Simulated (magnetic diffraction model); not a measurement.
# Magnetic neutron pattern of VSnB2S6

Space group R-3 (no. 148), a = 5.8170 Å, c = 18.9320 Å.

```
site  atom       x       y       z
  3b    Sn     1/3     2/3     1/6
  3a     V       0       0       0
 18f     S  0.2886  0.2952  0.2448
  6c     B       0       0  0.2432
```

The compound is invented for this exercise: a known structure type with other elements, its cell scaled to their sizes and not relaxed.

Only V is taken to order (form factors of V4+); orders and moment sizes are assumed, and not adapted to the symmetry. Radiation: neutrons of λ = 1.594 Å (absorption by B left out), 3° to 50°; isotropic B of 0.14 Å² (Sn), 0.2 Å² (V), 0.2 Å² (S) and 0.28 Å² (B). Simulated constant-wavelength pattern: nuclear and magnetic terms add, the magnetic one as |2.695 fm × Σ f S⊥ exp(2πi Q·r) exp(−B s²)|², summed over all Q at one angle with the factor 1/(sin²θ cos θ). For collinear order S is the moment m, which repeats by lattice and centring translations R with the sign exp(−2πi k·R). Free-ion form factors, Sears's scattering lengths of 1992, no absorption; a label names one of the reflections at its angle. The strongest nuclear line in the range is 100, and lines under 0.2 are left out.

Assume the order k = (0 0 0), collinear moments along [101], 0.9 μB on V.

Predict the pattern, nuclear and magnetic parts apart.

```tsv
2θ (°)	index	nuclear	magnetic
14.51	(0 0 3)	28.1	0.1
18.84	(1 0 1)	22.1	2.3
20.65	(0 1 2)	25.0	1.6
26.72	(1 0 4)	100.0	0.5
29.26	(0 0 6)	34.6	0.0
30.53	(0 1 5)	2.9	0.3
31.81	(1 1 0)	14.5	0.6
35.12	(1 1 3)	79.4	0.8
37.23	(0 2 1)	4.3	0.4
38.23	(2 0 2)	0.1	0.3
39.08	(1 0 7)	13.6	0.1
42.01	(0 2 4)	17.1	0.2
43.69	(0 1 8)	37.2	0.1
43.76	(1 1 6)	4.1	0.2
44.67	(2 0 5)	3.8	0.1
49.76	(3 -1 1)	15.0	0.2
```

The strongest magnetic line in the range is (1 0 1) at 18.84° (2.3). On top of the Lorentz factor, which all lines share, magnetic lines fade with angle because f falls: for V4+ it is 0.90, 0.67, 0.42 and 0.10 at sin θ/λ = 0.1, 0.2, 0.3 and 0.5 Å⁻¹, while nuclear lengths stay constant. The net moment is 0.90 μB a primitive cell.

[Logs are printed without paths, hosts, clocks, repeated set-up lines and the standing remarks that a program may print on its own settings, such as how far it seeks lower states.]
